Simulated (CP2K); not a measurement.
Consider thionyl fluoride at its PBE geometry (Å).

```xyz
4

O     1.3739   -0.0976   -0.2604
S     0.1635    0.0038    0.5031
F    -0.6779    1.2106   -0.1681
F    -0.8595   -1.1168   -0.0746
```

Method: CP2K XAS_TDP, all-electron GAPW, PBEh(45%), aug-cc-pVTZ, TDA, GW2X-corrected core level, no relativity.

Q: Where do the O K-edge lines lie, and how strong are they?

Leading lines: O1 531.07 eV. The leading line of an atom is its first one with 35 % of the strongest within 2.5 eV of its lowest line over the strength cut. Core ionisation energies at this level: O1 537.14 eV.

The first six lines of each atom with a strength over 0.0015:

```csv
atom,energy (eV),states,"strength, one atom",above the computed threshold
O1 (bonded to S),531.07,1,0.0291,
,533.02,1,0.0218,
,534.09,1,0.0322,
,535.80,1,0.0056,
,536.69,1,0.0040,
,538.56,1,0.0062,yes
```

Lines are vertical, at one geometry, with no vibrational structure. GW2X ionisation energies and lines can be off by 1 to 2 eV either way, and a good line position may hide errors that cancel. These values hold no scalar relativity, about 0.4 eV for O 1s. Rydberg lines, and the discretised continuum above threshold, depend on the basis and the box.

[Banner, clock and machine lines of the logs are left out without a mark of their own.]

[Logs are printed without paths, hosts, clocks, repeated set-up lines and the standing remarks that a program may print on its own settings, such as how far it seeks lower states.]

[Hosts, paths, dates, database ids (printed as entryN), source tags and the programs' standing remarks are cut or masked in the printed files.]
